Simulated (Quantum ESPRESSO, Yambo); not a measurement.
An input for Yambo 5.3.0 (Diamond (Fd-3m, 2 atoms a cell)):

```
HF_and_locXC
gw0
dyson
ppa
em1d
rim_cut
RandQpts= 1000000
RandGvec= 1 RL
EXXRLvcs= 74 Ry
VXCRLvcs= 296 Ry
Chimod= "HARTREE"
% BndsRnXp
 1 | 20 |
%
NGsBlkXp= 9 Ry
% LongDrXp
 1 | 1 | 1 |
%
% GbndRnge
 1 | 20 |
%
DysSolver= "n"
ExtendOut
PPAPntXp= 27.21138 eV
% QPkrange
 1 | 1 | 3 | 6 |
 28 | 28 | 3 | 6 |
%
```

```sh
OMP_NUM_THREADS=1 mpirun -n 8 yambo -F gw1.in -J gw1 -C gw1 > gw1.log
```

The stored states that it reads are on a 10×10×10 mesh. Symmetry: Fd-3m, No. 227, cubic system. The conventional cell has a = 3.567 Å, b = 3.567 Å, c = 3.567 Å, α = 90.00°, β = 90.00°, γ = 90.00°. Nearest to C lie 4 C at 1.54 Å.

Q: How long will it take on 8 MPI ranks of Intel Xeon 6975P-C (Granite Rapids), shared host, and how much memory?

It took 28 s; on shared hardware allow 14 s to 55 s. Peak host memory was 2.7 GiB.

The screening grows as filled bands × empty bands × pairs of k points, times the square of the screening basis for the matrix.

[Paths, hosts, dates, memory and timing lines, banners, echoed tables and standing remarks are left out of the program output.]

[Logs are printed without paths, hosts, clocks, repeated set-up lines and the standing remarks that a program may print on its own settings, such as how far it seeks lower states.]

[Runs of the session that timed out or met a known fault of the program may be left out.]

[Hosts, paths, dates, database ids (printed as entryN), source tags and the programs' standing remarks are cut or masked in the printed files.]
